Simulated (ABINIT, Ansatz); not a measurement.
# Titanium (Im-3m): phonons by linear response, part 4 of 4

How does Titanium (Im-3m) vibrate, and is this structure a minimum?

ABINIT 10.8.3; DFT LDA, scalar-relativistic, plane waves, PseudoDojo norm-conserving pseudopotentials.

So far, highest frequency (cm⁻¹): step 9 (dispersion) 230. Also lowest frequency on the path (cm⁻¹): step 9 -159.

This is not the structure that Ti takes at ambient pressure and room temperature (hexagonal, No. 194); it is a model or a phase of other conditions.

## (11) The same in Ansatz

A second program on the same cell, potentials, cutoff and meshes tests the implementation of the phonon response, not its convergence.

This step: DFT LDA, scalar-relativistic, plane waves, PseudoDojo norm-conserving pseudopotentials (Ansatz 0.2.0).

input.yaml reads:

```yaml
crystal:
  lattice:
    - [1.5821400576, 1.5821400576, 1.5821400576]
    - [-1.5821400576, 1.5821400576, 1.5821400576]
    - [-1.5821400576, -1.5821400576, 1.5821400576]
  atoms:
    - { symbol: Ti, position: [0.0, 0.0, 0.0] }
kpoints:
  mp_grid: { grid: [16, 16, 16] }
hamiltonian:
  xc: lda
  pseudopotentials: { kind: nc, accuracy: standard }
scf:
  occupations: { method: methfessel_paxton, width: 0.27211 }
output:
  eigenvalues: true
basis:
  ecutwfc: 1034.033
phonons:
  method: dfpt
  qmesh: [4, 4, 4]
  temperatures: { t_max: 1000, t_step: 50 }
  qpath:
    path:
      - [[0.0, 0.0, 0.0], [0.5, 0.5, -0.5], [0.5, 0.0, -0.5], [0.0, 0.0, 0.0], [0.75, 0.25, -0.25], [0.5, 0.5, -0.5]]
      - [[0.75, 0.25, -0.25], [0.5, 0.0, -0.5]]
    npoints: 10
```

Run with:

```
$ ansatz run input.yaml --threads 4 --pin off --max-ram 16384MiB --backend cpu --events-out ev --progress --plain --runs-dir out
```

What it wrote:

```text
Warning: basis.ecutwfc = 1034.033 eV is below the records' recommended 1142.878222 eV, and the density's cutoff is lower with it unless basis.ecutrho_ratio is high enough to keep the records' density cutoff: compare with a run at a higher cutoff
Engine: ansatz 0.2.0, aarch64-unknown-linux-gnu
Pseudopotentials: kind: nc
Pseudopotential: Ti, nc, valence charge 12, recommended cutoff 1142.878222 eV (normal), Ti.nc.azcp (PseudoDojo's, or run here from an input of PseudoDojo's; its table is named by hamiltonian.pseudopotentials.accuracy)
Functional definition: SPW92
  exchange = slater_x
  correlation = pw_c
Crystal: 1 atoms, lattice volume = 15.841 Å³
Basis set: ecut = 1034.033 eV, 1205 PW (Γ), exchange–correlation on 60×60×60 points (8 copies of the dense FFT grid, shifted against one another)
Bands: 10, of which v1, the nominal top of the filled ones, is band 6 counted from 1 (5 counted from 0)
Symmetry: 48 space group operations
k-points: 145 of 4096
Non-local potential: Ti, projectors of the file, l = 0: 2, l = 1: 2, l = 2: 2
Initial density: superposition of atomic densities (chi_scale 0.1, normalization cell)
Initial wavefunctions: pseudopotential atomic-orbital guess
Functional: x = slater, c = lda
SCF iter   1: F=—  HF=-1614.914843 eV  |F-HF|=—  |Δ(HF+E_count)|=         —  Δρ=4.84e-2  dr2=3.73e-1  ethr=3.10e-3  ⟨swp⟩=5.3  Hψ=8714  notcnv=0
preconditioner: auto → none  [metal: Δε(μ)=0.025 eV  Ē_g=4.806 eV  σ=0.272 eV  W_gap=0.08  n_scr=0 (ndim 8)  ℏωp=18.7 eV  f_vac=0.000  D(μ)=2.01/eV (n_scr^D=18)]
SCF iter   2: F=—  HF=-1614.793528 eV  |F-HF|=—  |Δ(HF+E_count)|=   1.21e-1  S|Δr|=    0.00e0  Δρ=1.37e-2  dr2=1.53e-2  ethr=3.10e-3  ⟨swp⟩=2.9  Hψ=3903  notcnv=0
SCF iter   3: F=—  HF=-1614.788361 eV  |F-HF|=—  |Δ(HF+E_count)|=   5.17e-3  S|Δr|=    0.00e0  Δρ=3.66e-3  dr2=7.84e-4  ethr=1.27e-4  ⟨swp⟩=2.6  Hψ=2394  notcnv=0
SCF iter   4: F=—  HF=-1614.788286 eV  |F-HF|=—  |Δ(HF+E_count)|=   7.49e-5  S|Δr|=    0.00e0  Δρ=3.64e-4  dr2=5.61e-6  ethr=6.53e-6  ⟨swp⟩=1.2  Hψ=1567  notcnv=0
SCF iter   5: F=—  HF=-1614.788282 eV  |F-HF|=—  |Δ(HF+E_count)|=   3.18e-6  S|Δr|=    0.00e0  Δρ=3.64e-5  dr2=3.37e-8  ethr=4.68e-8  ⟨swp⟩=2.1  Hψ=2352  notcnv=0
SCF iter   6: F=—  HF=-1614.788283 eV  |F-HF|=—  |Δ(HF+E_count)|=   2.27e-7  S|Δr|=    0.00e0  Δρ=1.06e-5  dr2=3.10e-9  ethr=2.81e-10  ⟨swp⟩=2.5  Hψ=2356  notcnv=0
SCF iter   7: F=—  HF=-1614.788283 eV  |F-HF|=—  |Δ(HF+E_count)|=  7.41e-10  S|Δr|=    0.00e0  Δρ=3.49e-6  dr2=5.28e-10  ethr=2.58e-11  ⟨swp⟩=2.1  Hψ=2318  notcnv=0
SCF iter   8: F=—  HF=-1614.788283 eV  |F-HF|=—  |Δ(HF+E_count)|=  2.06e-10  S|Δr|=    0.00e0  Δρ=9.01e-7  dr2=3.29e-11  ethr=4.40e-12  ⟨swp⟩=2.3  Hψ=2322  notcnv=0
SCF iter   9: F=-1614.788283 eV  HF=-1614.788283 eV  |F-HF|=2.27e-13  |Δ(HF+E_count)|=  1.39e-11  S|Δr|=    0.00e0  Δρ=1.11e-7  dr2=4.91e-13  ethr=1.00e-12  ⟨swp⟩=5.8  Hψ=5976  notcnv=0
SCF 1 converged in 9 iterations: F = -1614.788283 eV  dr2 = 4.91e-13
NSCF: frozen V_eff on 145 k-points
NSCF: frozen V_eff on 349 k-points
DFPT response loops at q = (0, 0, 0) (fractional): preconditioner auto → Kerker (q_TF=auto, 2.605 Å⁻¹) (partly filled bands, converged f_vac=0.000); β = 1.00, the filter's whole step (`scf.mixing.beta` (0.50) is not read by the response loops under this deck's `scf.mixing.preconditioner`; to damp them name `kerker` or `kerker_dos`, under which they read `scf.mixing.beta`, and type it under 1.00, their step now; both keys bind the ground state too); Broyden in place of MSR1
NSCF: frozen V_eff on 4352 k-points
DFPT response loops at q = (0, 0, 0.25) (fractional): mixed as the last ones told, above
NSCF: frozen V_eff on 2196 k-points
DFPT response loops at q = (0, 0, -0.5) (fractional): mixed as the last ones told, above
NSCF: frozen V_eff on 8192 k-points
DFPT response loops at q = (0, 0.25, -0.5) (fractional): mixed as the last ones told, above
NSCF: frozen V_eff on 2320 k-points
DFPT response loops at q = (0.25, 0.25, 0.25) (fractional): mixed as the last ones told, above
NSCF: frozen V_eff on 4352 k-points
DFPT response loops at q = (0.25, 0.25, -0.5) (fractional): mixed as the last ones told, above
NSCF: frozen V_eff on 1178 k-points
DFPT response loops at q = (0.25, -0.25, 0.25) (fractional): mixed as the last ones told, above
NSCF: frozen V_eff on 698 k-points
DFPT response loops at q = (-0.5, -0.5, -0.5) (fractional): mixed as the last ones told, above
SCF converged after 9 iterations
Stability not checked: this state was not tested for a lower state beside it, because cold or Methfessel-Paxton smearing, or corrected tetrahedra, fill the levels in a way that the test cannot read (fill_not_monotonic; see scf.lower_state_search)
Free energy (F): -1614.788283 eV
Harris-Foulkes:  -1614.788283 eV  (|F-HF|=2.27e-13)
Internal energy: -1614.790171 eV  (E = F + TS)
E sigma→0 (E₀):  -1614.788755 eV
Entropy (-TS):   0.001888 eV (1.888 meV/atom)
Fermi energy:    14.326084 eV
--- Per-component energies (eV) ---
  E_band       = -138.168891
  E_kinetic    = 643.627159
  E_local      = -1151.116815  (includes V_loc(G=0)·N_el)
  E_nonlocal   = 7.625478
  E_hartree    = 313.309491
  E_xc         = -235.842835
  E_vxc        = -264.923711  (∫ρ·V_xc dr)
  E_ewald      = -1192.392648
  E_smearing   = 0.001888  (= −TS)
  E_closure    = 0.000000  (closes the sum)
  Σ components = -1614.788283   (vs F -1614.788283, Δ=0.00e0)
--- Band table (eV; the first three rows and the last of 145) ---
  k-point 0: bands = ["-41.4185", "-17.4578", "-17.4578", "-17.4578", "8.2989", "15.3622", "15.3622", "15.3622", "17.3568", "17.3568"]
  k-point 1: bands = ["-41.4109", "-17.4952", "-17.4691", "-17.4582", "8.4450", "15.2921", "15.3437", "15.4736", "17.2727", "17.3610"]
  k-point 2: bands = ["-41.3895", "-17.6007", "-17.5009", "-17.4590", "8.8678", "15.0980", "15.2569", "15.7992", "17.0968", "17.3767"]
  k-point 144: bands = ["-41.0797", "-18.0887", "-18.0887", "-18.0887", "11.8906", "11.8906", "18.7288", "18.7288", "18.7288", "23.4955"]
--- Phonons (Γ-DFPT): 1 representative perturbation + reference (Σ response iterations 3) ---
  ASR residual: 2.344e-4 → 0.000e0 eV/Å²; symmetrization residual: 1.041e-19 eV/Å²
  ASR residual per site (eV/Å²): 2.34e-4
  Γ frequencies (cm⁻¹): 0.00 0.00 0.00
--- Phonons (arbitrary-q DFPT): 8 irreducible q on the 4×4×4 mesh ---
  q = [0.0000, 0.0000, 0.0000] (star 1, of the zone-centre solve; hermiticity 4.31e-25, symmetrization 4.63e-16): -0.00 -0.00 0.00
  q = [0.0000, 0.0000, 0.2500] (star 12, 2 solved perturbations in 3336 linear systems a pass and spin channel, the states on 2176 of 4096 k-point pairs; hermiticity 3.33e-13, symmetrization 2.80e-13, the responses' own estimated error 2.0e-4 eV/Å²): -77.51 83.46 167.21
  q = [0.0000, 0.0000, -0.5000] (star 6, 2 solved perturbations in 1719 linear systems a pass and spin channel, the states on 1098 of 4096 k-point pairs; hermiticity 4.98e-14, symmetrization 2.14e-13, the responses' own estimated error 2.0e-4 eV/Å²): -152.92 147.78 158.02
  q = [0.0000, 0.2500, -0.5000] (star 24, 2 solved perturbations in 6272 linear systems a pass and spin channel, the states on 4096 of 4096 k-point pairs; hermiticity 4.72e-7, symmetrization 6.85e-14, the responses' own estimated error 8.1e-5 eV/Å²): -99.46 76.67 188.72
  q = [0.2500, 0.2500, 0.2500] (star 6, 2 solved perturbations in 1808 linear systems a pass and spin channel, the states on 1160 of 4096 k-point pairs; hermiticity 1.32e-13, symmetrization 2.33e-13, the responses' own estimated error 1.6e-4 eV/Å²): 137.17 146.81 146.81
  q = [0.2500, 0.2500, -0.5000] (star 12, 2 solved perturbations in 3336 linear systems a pass and spin channel, the states on 2176 of 4096 k-point pairs; hermiticity 8.86e-14, symmetrization 4.11e-14, the responses' own estimated error 1.4e-4 eV/Å²): 166.97 197.00 203.23
  q = [0.2500, -0.2500, 0.2500] (star 2, 1 solved perturbation on 589 of 4096 k-point pairs; hermiticity 7.53e-13, symmetrization 2.19e-12, the responses' own estimated error 8.4e-5 eV/Å²): -102.02 -102.02 -102.02
  q = [-0.5000, -0.5000, -0.5000] (star 1, 1 solved perturbation on 349 of 4096 k-point pairs; hermiticity 1.05e-13, symmetrization 4.75e-13, the responses' own estimated error 8.9e-5 eV/Å²): 229.79 229.79 229.79
  sum rule: each row above includes the acoustic sum rule's correction from the zone centre's row sums; it moved no ω² by more than (1.15 cm⁻¹)²
  mesh force constants: q→R imaginary residual 0.00e0; ASR residual 2.344e-4 → 0.000e0 eV/Å²; symmetrization residual 2.665e-15 eV/Å²
  interpolated dispersion: 62 rows × 3 modes
  density of states and harmonic sums: on the 28×28×28 q-mesh, interpolated from the force constants of a 4×4×4 supercell (no non-analytic term)
  largest difference from the sums on the solved wave vectors: F 2.08e-2 eV, S 2.61e-5 and C_V 5.43e-6 eV/K
  zero-point energy: 0.020646 eV/cell   skipped modes (ω ≤ 0): 455, of them read as no rigid motion or as one in doubt: 452 (7.349e-1 modes/cell left out, lowest -158.92 cm⁻¹)   left out of the sums: 2.45e-1 of the cell's modes: C_V's classical limit lies that fraction below 3 k_B per atom; for a crystal, a wire or a layer, F and S can be off by more, and a phonons.interpolated_qmesh denser along its periods is the remedy for the sampling
```

Elapsed: 2 min, on 4 threads of Arm Neoverse V1, shared host; peak memory 4.6 GiB; 7.9 min of CPU time.

Read from the output:

```
sum-rule residual before enforcement                         : 2.34e-4 eV/Å²
share of modes beyond 3i cm⁻¹ on the dense interpolated mesh : 0.2422
```

## (12) Side by side: ABINIT PseudoDojo and Ansatz, PseudoDojo

Worked out from the results:

- root-mean-square difference: 0.05 cm⁻¹
- largest difference: 0.08 cm⁻¹
- root-mean-square difference on the path: 0.1 cm⁻¹
- largest difference on the path: 0.3 cm⁻¹

The interpolated bands of the two lie on top of each other.

At the solved wavevectors the largest difference (acoustic modes at Γ apart) is 0.03 % of the highest mode.

## (13) What came out

```yaml
space_group_after_relaxation: Im-3m
volume_per_atom: 15.8 Å³
q_mesh: 4×4×4
lowest_mode_on_the_q_mesh_acoustic_ones_at_the_zone_centre_apart: -152.9 cm⁻¹
imaginary_modes_on_the_q_mesh: yes
largest_difference_from_ansatz_pseudodojo: 0.08 cm⁻¹
```

What this shows: Titanium (Im-3m) is unstable: a mode solved on the 4×4×4 mesh is imaginary, 153i cm⁻¹; its spectrum reaches 230 cm⁻¹. The most unstable solved mode lies at q = (0.5, 0, 0), on the zone boundary, so the distortion that it points to doubles the cell. ABINIT PseudoDojo and Ansatz, PseudoDojo agree to 0.08 cm⁻¹ (0.03 % of the highest mode compared) on all solved modes but the acoustic ones at Γ. These are harmonic frequencies at zero temperature: anharmonic shifts and linewidths and thermal expansion are left out. In a metal the frequencies hang on the k mesh and the smearing, most of all near Kohn anomalies. Ansatz warns that the cutoff lies 10 % under the one recommended for these files; agreement at one cutoff is not convergence. The relaxed cell is 10 % smaller in volume than the measured one, and all results belong to that cell.

[Host names and launcher messages were left out of these logs when they were recorded.]

[Logs are printed without paths, hosts, clocks, repeated set-up lines and the standing remarks that a program may print on its own settings, such as how far it seeks lower states.]

[Hosts, paths, dates, database ids (printed as entryN), source tags and the programs' standing remarks are cut or masked in the printed files.]
